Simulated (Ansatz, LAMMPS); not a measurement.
# Structural relaxation of glassy 65SiO2-10Al2O3-25Li2O (mol %) (128 atoms)

Wanted: the relaxed structure of glassy 65SiO2-10Al2O3-25Li2O (mol %) (128 atoms) and its electronic structure.

Calculated with Ansatz 0.2.0; Kohn-Sham DFT, r2SCAN, PAW (set soft_2), plane waves.

## 1. Starting point

The cell holds 128 atoms: 26 Si, 8 Al, 20 Li and 74 O. Its edges and angles: a = 11.515 Å, b = 11.515 Å, c = 11.515 Å, α = 90.0°, β = 90.0°, γ = 90.0°. 128 atoms (26 Si, 8 Al, 20 Li, 74 O) placed at random at 2.38 g/cm³, melted at 4000 K for 10 ps at fixed volume with the Morse and Coulomb pair potential with partial charges (Pedone, Malavasi, Menziani, Cormack and Segre, J. Phys. Chem. B 110, 11780 (2006)). Quenched from 4000 K to 300 K at 100 K/ps and fixed volume, held 10 ps at zero pressure.

What the set-up can't give: The quench rate of 100 K/ps far exceeds what a furnace or splat quench reaches, so expect more defects and frozen-in strain than in a real sample. The starting topology of bonds comes from the classical model. Only the Γ point is sampled, in a cell whose shortest periodic width is 12 Å.

## 2. How the cell was made

A classical potential makes the cell, at a small fraction of what the same run would cost in DFT.

This step: classical MD, Morse and Coulomb pair potential with partial charges (Pedone, Malavasi, Menziani, Cormack and Segre, J. Phys. Chem. B 110, 11780 (2006)) (LAMMPS 22 Jul 2025 - Update 4).

Input file in.lmp:

```
# melt-quench of Si26Al8Li20O74
units metal
atom_style charge
boundary p p p
region box block 0 11.6527 0 11.6527 0 11.6527
create_box 4 box
mass 1 28.0850   # Si
mass 2 26.9815   # Al
mass 3 6.9400   # Li
mass 4 15.9990   # O
create_atoms 1 random 26 301770 NULL overlap 1.5 maxtry 2000
create_atoms 2 random 8 301777 NULL overlap 1.5 maxtry 2000
create_atoms 3 random 20 301784 NULL overlap 1.5 maxtry 2000
create_atoms 4 random 74 301791 NULL overlap 1.5 maxtry 2000
pair_style hybrid/overlay pedone 5.5 coul/long 8.0
pair_coeff * * coul/long
pair_coeff 1 4 pedone 0.340554 2.006700 2.100000 1   # Si-O
pair_coeff 2 4 pedone 0.361581 1.900442 2.164818 0.9   # Al-O
pair_coeff 3 4 pedone 0.001114 3.429506 2.681360 1   # Li-O
pair_coeff 4 4 pedone 0.042395 1.379316 3.618701 22   # O-O
set type 1 charge 2.4
set type 2 charge 1.8
set type 3 charge 0.6
set type 4 charge -1.2
kspace_style pppm 1.0e-4
neigh_modify delay 0 every 1 check yes
thermo_style custom step time temp pe press density
thermo_modify norm yes
timestep 0.002
thermo 100
min_style cg
minimize 1e-4 1e-4 200 2000
reset_timestep 0
velocity all create 4000 301771 mom yes dist gaussian
# [... 11 lines left out ...]
fix md all nvt temp 4000 300 0.2
run 18500 post no
unfix md
thermo 1666
fix md all npt temp 300 300 0.2 iso 0 0 2
run 5000 post no
unfix md
write_dump all custom glass.dump id type xs ys zs modify sort id
```

Run with:

```sh
$ lmp -in in.lmp -log none -nocite
```

Numbers of over 12 decimals in the logs are rounded to 6 here.

What it wrote:

```text
LAMMPS (22 Jul 2025 - Update 4)
Created orthogonal box = (0 0 0) to (11.6527 11.6527 11.6527)
Created 26 atoms
Created 8 atoms
Created 20 atoms
Created 74 atoms
PPPM initialization ...
  G vector (1/distance) = 0.37615282
  grid = 12 12 12
  estimated relative force accuracy = 7.4840327e-05
   Step          Time           Temp          PotEng         Press         Density
         0   0              0             -3.3774282      591753.8       2.3810213
       100   0.2            0             -13.808665     -15650.602      2.3810213
       110   0.22           0             -13.829037     -7542.7809      2.3810213
Loop time of 0.607023 s on 1 MPI rank(s) for 110 steps with 128 atoms
Minimization stats:
  Stopping criterion = energy tolerance
  Energy initial, next-to-last, final =
     -3.37742817785199  -13.8278591052557  -13.8290371286564
  Force two-norm initial, final = 323.95008 2.4816842
  Iterations, force evaluations = 110 151
[... 7 lines left out ...]
      1666   3.332          4282.513      -13.184886      75093.09       2.3810213
      2499   4.998          3682.6459     -13.250137      44460.31       2.3810213
      3332   6.664          3660.849      -13.230586      78142.898      2.3810213
      4165   8.33           3993.9254     -13.316078      29852.349      2.3810213
      4998   9.996          3538.0328     -13.222999      15154.857      2.3810213
[... 2 lines left out ...]
Loop time of 10.7819 s on 1 MPI rank(s) for 5000 steps with 128 atoms
   Step          Time           Temp          PotEng         Press         Density
[... 12 lines left out ...]
Loop time of 41.383 s on 1 MPI rank(s) for 18500 steps with 128 atoms
   Step          Time           Temp          PotEng         Press         Density
[... 1 line left out ...]
     24990   49.98          301.9691      -13.899743     -10775.341      2.375125
     26656   53.312         260.16255     -13.904261      4802.0648      2.4129309
     28322   56.644         307.20898     -13.895247     -3887.2625      2.3726063
     29500   59             317.49455     -13.909192      12193.097      2.467474
Loop time of 12.1857 s on 1 MPI rank(s) for 5000 steps with 128 atoms
```

The job ended after 67 s (1 thread of Intel Xeon at 2.80GHz (Skylake/Cascade Lake), shared host; peak memory 0.35 GiB).

## 3. Single point at the start

A single point comes first, to see the forces before anything moves.

Input file input.yaml:

```yaml
crystal:
  lattice:
    - [11.51499, 0.0, 0.0]
    - [0.0, 11.51499, 0.0]
    - [0.0, 0.0, 11.51499]
  atoms:
    - { symbol: Si, position: [0.15305, 0.96522, 0.37825] }
    - { symbol: Si, position: [0.80406, 0.65741, 0.40218] }
    - { symbol: Si, position: [0.90154, 0.70118, 0.73061] }
    - { symbol: Si, position: [0.38315, 0.76874, 0.70292] }
    - { symbol: Si, position: [0.78331, 0.14316, 0.08951] }
    - { symbol: Si, position: [0.52352, 0.44422, 0.16677] }
    - { symbol: Si, position: [0.2292, 0.127, 0.95073] }
    - { symbol: Si, position: [0.81899, 0.00575, 0.51637] }
    - { symbol: Si, position: [0.60942, 0.81787, 0.31395] }
    - { symbol: Si, position: [0.85577, 0.27989, 0.48142] }
    - { symbol: Si, position: [0.44863, 0.22651, 0.5733] }
    - { symbol: Si, position: [0.08435, 0.22315, 0.35972] }
    - { symbol: Si, position: [0.78048, 0.49434, 0.6285] }
    - { symbol: Si, position: [0.0475, 0.7423, 0.51092] }
    - { symbol: Si, position: [0.93087, 0.98659, 0.76125] }
    - { symbol: Si, position: [0.42266, 0.31714, 0.94894] }
    - { symbol: Si, position: [0.6569, 0.2667, 0.30363] }
    - { symbol: Si, position: [0.21949, 0.48708, 0.93118] }
    - { symbol: Si, position: [0.4026, 0.64055, 0.2896] }
    - { symbol: Si, position: [0.26945, 0.58264, 0.53075] }
    - { symbol: Si, position: [0.19458, 0.97071, 0.7396] }
    - { symbol: Si, position: [0.22942, 0.9388, 0.12102] }
    - { symbol: Si, position: [0.82041, 0.33374, 0.90634] }
    - { symbol: Si, position: [0.53741, 0.74916, 0.92319] }
    - { symbol: Si, position: [0.61494, 0.22308, 0.77888] }
    - { symbol: Si, position: [0.71553, 0.56923, 0.01198] }
    - { symbol: Al, position: [0.90839, 0.67206, 0.17416] }
    - { symbol: Al, position: [0.02237, 0.2488, 0.79628] }
    - { symbol: Al, position: [0.57462, 0.0397, 0.45367] }
    - { symbol: Al, position: [0.69003, 0.98869, 0.8829] }
    - { symbol: Al, position: [0.31013, 0.33083, 0.37017] }
    - { symbol: Al, position: [0.30123, 0.71991, 0.0585] }
    [... 90 atom lines left out ...]
    - { symbol: O, position: [0.83445, 0.36721, 0.59099] }
    - { symbol: O, position: [0.7749, 0.74256, 0.71405] }
    - { symbol: O, position: [0.42552, 0.5304, 0.21765] }
    - { symbol: O, position: [0.95122, 0.71325, 0.86129] }
    - { symbol: O, position: [0.34149, 0.23049, 0.25665] }
    - { symbol: O, position: [0.42719, 0.31148, 0.46488] }
kpoints:
  mp_grid: { grid: [1, 1, 1] }
hamiltonian:
  xc: r2scan
scf:
  occupations: { method: fermi_dirac, width: 0.025 }
output:
  forces: true
  stress: true
  populations: true
  dos:
    method: { smearing: { sigma: 0.15 } }
    de: 0.1
    projected: { site_lists: { Al: [Al], Li: [Li], O: [O], Si: [Si] } }
  eigenvalues: true
```

Run with:

```sh
$ ansatz run input.yaml --threads 4 --pin off --max-ram 8192MiB --backend cpu --events-out ev --progress --plain --runs-dir out
```

What it wrote:

```text
Engine: ansatz 0.2.0, aarch64-unknown-linux-gnu
Pseudopotentials: kind: paw
Pseudopotential: Si, paw, valence charge 4, recommended cutoff 500 eV (meta_gga), Si.paw.azcp
Pseudopotential: Al, paw, valence charge 3, recommended cutoff 500 eV (meta_gga), Al.paw.azcp
Pseudopotential: Li, paw, valence charge 3, recommended cutoff 500 eV (meta_gga), Li.paw.azcp
Pseudopotential: O, paw, valence charge 6, recommended cutoff 500 eV (meta_gga), O.paw.azcp
Functional definition: r2SCAN
  parameter k0 = 0.174
  parameter k1 = 0.065
  parameter a1 = 4.9479
  exchange = r2scan_x(k0 = k0, k1 = k1, a1 = a1)
  correlation = r2scan_c
Crystal: 128 atoms, lattice volume = 1526.830 Å³
Basis set: ecut = 500 eV, 38641 PW (Γ), exchange–correlation on 360×360×360 points (64 copies of the dense FFT grid, shifted against one another)
Bands: 444, of which v1, the nominal top of the filled ones, is band 316 counted from 1 (315 counted from 0)
Symmetry: 1 space group operations
Space group: P1 (ITA 1), of the structure as read, at distance tolerance 1.2e-4 Å
k-points: 1
Non-local potential: Si, projectors of the file, l = 0: 2, l = 1: 2, l = 2: 2
Non-local potential: Al, projectors of the file, l = 0: 2, l = 1: 2, l = 2: 1
Non-local potential: Li, projectors of the file, l = 0: 3, l = 1: 2, l = 2: 1
Non-local potential: O, projectors of the file, l = 0: 2, l = 1: 2, l = 2: 1
PAW form: soft (Blöchl's): semilocal exchange-correlation on the pseudo side does not see the compensation charge
PAW frozen core: Si, regenerated for the run's functional (the file was generated under x = pbe(κ = 0.804, μ = 0.219515), c = pbe(β = 0.066725))
PAW frozen core: Al, regenerated for the run's functional (the file was generated under x = pbe(κ = 0.804, μ = 0.219515), c = pbe(β = 0.066725))
PAW frozen core: O, regenerated for the run's functional (the file was generated under x = pbe(κ = 0.804, μ = 0.219515), c = pbe(β = 0.066725))
PAW one-centre angular grid: Si, 302 points (default); XC on 160 Gauss nodes
PAW one-centre angular grid: Al, 302 points (default); XC on 160 Gauss nodes
PAW one-centre angular grid: Li, 302 points (default); XC on 327 of its mesh's 2665 points in the sphere
PAW one-centre angular grid: O, 302 points (default); XC on 160 Gauss nodes
Initial density: superposition of atomic densities (neutral atoms: chi_scale 0, normalization atom), corrected by the library's trained network
Initial wavefunctions: pseudopotential atomic-orbital guess
Functional: x = r2scan, c = r2scan; τ floored in thin density (d = 2e-4 eV/Å³)
SCF iter   1: F=—  HF=-67273.373543 eV  |F-HF|=—  |Δ(HF+E_count)|=         —  Δρ=7.40e-3  dr2=8.92e-1  dr2_τ=9.33e0  ethr=1.77e-3  ⟨swp⟩=5.0  Hψ=1793  notcnv=0  defer=122
preconditioner: auto → Resta (q_TF=auto, 2.355 Å⁻¹)  ε∞=2.8  [insulator: Δε(μ)=4.577 eV  Ē_g=17.371 eV  σ=0.025 eV  W_gap=1.00  n_scr=340 (ndim 8)  ℏωp=23.1 eV  f_vac=0.118  D(μ)=0.00/eV (n_scr^D=0)  ε∞_Penn≈2.8]
SCF iter   2: F=—  HF=-67276.884378 eV  |F-HF|=—  |Δ(HF+E_count)|=    3.51e0  Δρ=4.63e-3  dr2=2.06e-1  dr2_τ=2.24e-2  ethr=1.41e-4  ⟨swp⟩=3.0  Hψ=817  notcnv=0  defer=123
SCF iter   3: F=—  HF=-67276.862784 eV  |F-HF|=—  |Δ(HF+E_count)|=   2.16e-2  Δρ=1.18e-3  dr2=2.06e-2  dr2_τ=3.08e-3  ethr=3.26e-5  ⟨swp⟩=3.0  Hψ=552  notcnv=0  defer=123
SCF iter   4: F=—  HF=-67276.860179 eV  |F-HF|=—  |Δ(HF+E_count)|=   2.61e-3  Δρ=4.78e-4  dr2=2.46e-3  dr2_τ=4.84e-4  ethr=3.26e-6  ⟨swp⟩=2.0  Hψ=569  notcnv=0  defer=123
SCF iter   5: F=—  HF=-67276.859873 eV  |F-HF|=—  |Δ(HF+E_count)|=   3.07e-4  Δρ=1.33e-4  dr2=2.35e-4  dr2_τ=2.20e-5  ethr=3.90e-7  ⟨swp⟩=2.0  Hψ=546  notcnv=0  defer=123
SCF iter   6: F=—  HF=-67276.859935 eV  |F-HF|=—  |Δ(HF+E_count)|=   6.22e-5  Δρ=6.13e-5  dr2=5.01e-5  dr2_τ=5.83e-6  ethr=3.71e-8  ⟨swp⟩=2.0  Hψ=564  notcnv=0  defer=123
SCF iter   7: F=—  HF=-67276.863465 eV  |F-HF|=—  |Δ(HF+E_count)|=   3.53e-3  Δρ=1.67e-5  dr2=4.05e-6  dr2_τ=4.20e-7  ethr=7.92e-9  ⟨swp⟩=2.0  Hψ=687  notcnv=0  defer=123
SCF iter   8: F=—  HF=-67276.863466 eV  |F-HF|=—  |Δ(HF+E_count)|=   1.42e-6  Δρ=8.69e-6  dr2=1.16e-6  dr2_τ=8.51e-8  ethr=6.41e-10  ⟨swp⟩=2.0  Hψ=617  notcnv=0  defer=123
SCF iter   9: F=—  HF=-67276.863466 eV  |F-HF|=—  |Δ(HF+E_count)|=   8.21e-9  Δρ=2.50e-6  dr2=1.05e-7  dr2_τ=6.71e-9  ethr=1.83e-10  ⟨swp⟩=2.0  Hψ=582  notcnv=0  defer=123
SCF iter  10: F=-67276.863466 eV  HF=-67276.863466 eV  |F-HF|=1.59e-9  |Δ(HF+E_count)|=   2.25e-8  Δρ=1.15e-6  dr2=1.87e-8  dr2_τ=2.27e-9  ethr=1.58e-11  ⟨swp⟩=18.0  Hψ=2743  notcnv=0
SCF 1 converged in 10 iterations: F = -67276.863466 eV  dr2 = 1.87e-8
  greatest PAW one-centre occupation: 0.999 electrons in one spin orbital (limit 2), on the Li atom at site 44 (counted from 0), in its partial waves of l = 0
SCF converged after 10 iterations
Free energy (F): -67276.863466 eV
Harris-Foulkes:  -67276.863466 eV  (|F-HF|=1.59e-9)
Internal energy: -67276.863466 eV  (E = F + TS)
E sigma→0 (E₀):  -67276.863466 eV
Fermi energy:    5.587688 eV
--- Per-component energies (eV) ---
  E_band       = -4362.057302
  E_kinetic    = 15169.615993
  E_local      = -39879.008776  (includes V_loc(G=0)·N_el)
  E_nonlocal   = 3542.003179
  E_hartree    = 14636.697216
  E_xc         = -7372.269246
  E_vxc        = -9839.921801  (∫ρ·V_xc dr)
  E_paw        = -29649.981849  (= ΣΔE_a)
  E_vpaw       = -3249.973069  (= ΣTr[D̂ρ^β])
  E_aug_tail   = 0.077258  (compensation charges beyond the density's cutoff)
  E_vtau       = 621.754977  (kinetic-family band-sum trace: ∫τ·v_τ [+ j·A + Jᵃ·Aᵃ] dr)
  E_ewald      = -23719.165491
  E_core_change = -4.831750  (= ΣΔE_core)
  E_smearing   = -0.000000  (= −TS)
  E_closure    = -0.000000  (closes the sum)
  Σ components = -67276.863466   (vs F -67276.863466, Δ=0.00e0)
--- Forces (eV/Å), atoms counted from 1 ---
  atom   1  Si    -0.49686574     1.19812717    -0.00543776
  atom   2  Si     0.98256074     0.01397436     4.29396493
  atom   3  Si    -0.82710260    -2.15202158     1.49507915
  atom   4  Si    -0.99993031     1.24888557    -2.25168822
  atom   5  Si    -0.96339076     0.76538484     0.15946853
  atom   6  Si     1.22401454     0.86140719     0.53578950
  atom   7  Si    -2.67423495    -1.95814728    -2.36978910
  atom   8  Si     1.26045898     0.32243464     0.20386904
  atom   9  Si     1.60124146     0.66042270     1.03997429
  atom  10  Si     0.02955616    -1.48874228     1.56124638
  atom  11  Si    -0.39659968     0.99477710     0.83686011
  atom  12  Si    -0.60923843    -1.62074165    -1.70081535
  atom  13  Si     1.79324777     0.82884879    -1.86969146
  atom  14  Si    -1.41568408     1.46120306    -0.99434175
[...]
atom 127  O      0.27790815     0.01163899    -0.28102267
  atom 128  O      1.53230881     0.84885924     0.83936524
  max |Σ_I F_I| component: 4.61e-4 eV/Å
--- Stress (GPa, compression-positive) ---
        2.936896       0.682012      -0.396490
        0.682017       3.205644       1.410780
       -0.396496       1.410787       4.445079
  P = ⅓ Tr σ = 3.5292 GPa (35.292 kbar)
--- Band table (eV) ---
  k-point 0: bands = ["-43.1205", "-42.7213", "-42.6045", "-42.4973", [... 428 levels ...], "14.9788", "14.9841", "15.0150", "15.0529", "15.1070", "15.1570", "15.1659", "15.1746", "15.2390", "15.2796", "15.3254", "15.3663"]
--- Löwdin populations: 128 sites ---
  site symbol       q [e]
     0     Si      2.2307
     1     Si      2.1897
     2     Si      2.2829
[...]
127      O      6.8740
  spilling = 0.012055 (of n_electrons = 632.000000)
```

Elapsed: 62 s, on 4 threads of Arm Neoverse V2, shared host; peak memory 4.6 GiB.

The run gave:

| Item | Value |
| --- | --- |
| free energy | -67276.8635 eV |
| free energy per atom | -525.6005 eV/atom |
| SCF cycles | 10 |
| pressure | 3.529 GPa |
| r.m.s. force component | 1.237 eV/Å |
| longest force | 5.724 eV/Å |
| Fermi energy | 5.588 eV |
| gap (highest filled to lowest empty level) | 4.283 eV |
| spilling of the projection | 0.01205 |

The r.m.s. force component of 1.2 eV/Å and the pressure of 3.5 GPa set the starting point.

Neighbours are counted within 2.08 Å (O-Si), 2.58 Å (O-Li), 2.27 Å (O-Al).

Length of the force by element and coordination:

```csv
element,coordination,atoms,mean length of the force (eV/Å),spread,least,most
Al,all,8,2.82,1.11,1.64,4.39
Li,all,20,0.653,0.265,0.267,1.48
Li,3,4,0.559,0.149,0.303,0.679
Li,4,14,0.696,0.295,0.267,1.48
Li,5,2,0.545,0.0735,0.471,0.619
O,all,74,1.81,0.901,0.334,4.50
O,2,28,1.65,0.937,0.334,4.20
O,3,28,1.95,0.955,0.474,4.50
O,4,16,1.84,0.728,0.395,3.23
O,5,2,1.61,0.239,1.37,1.85
Si,all,26,2.58,1.08,1.14,5.72
```

(Continued in part 2 of 3.)

[Logs are printed without paths, hosts, clocks, repeated set-up lines and the standing remarks that a program may print on its own settings, such as how far it seeks lower states.]

[Hosts, paths, dates, database ids (printed as entryN), source tags and the programs' standing remarks are cut or masked in the printed files.]
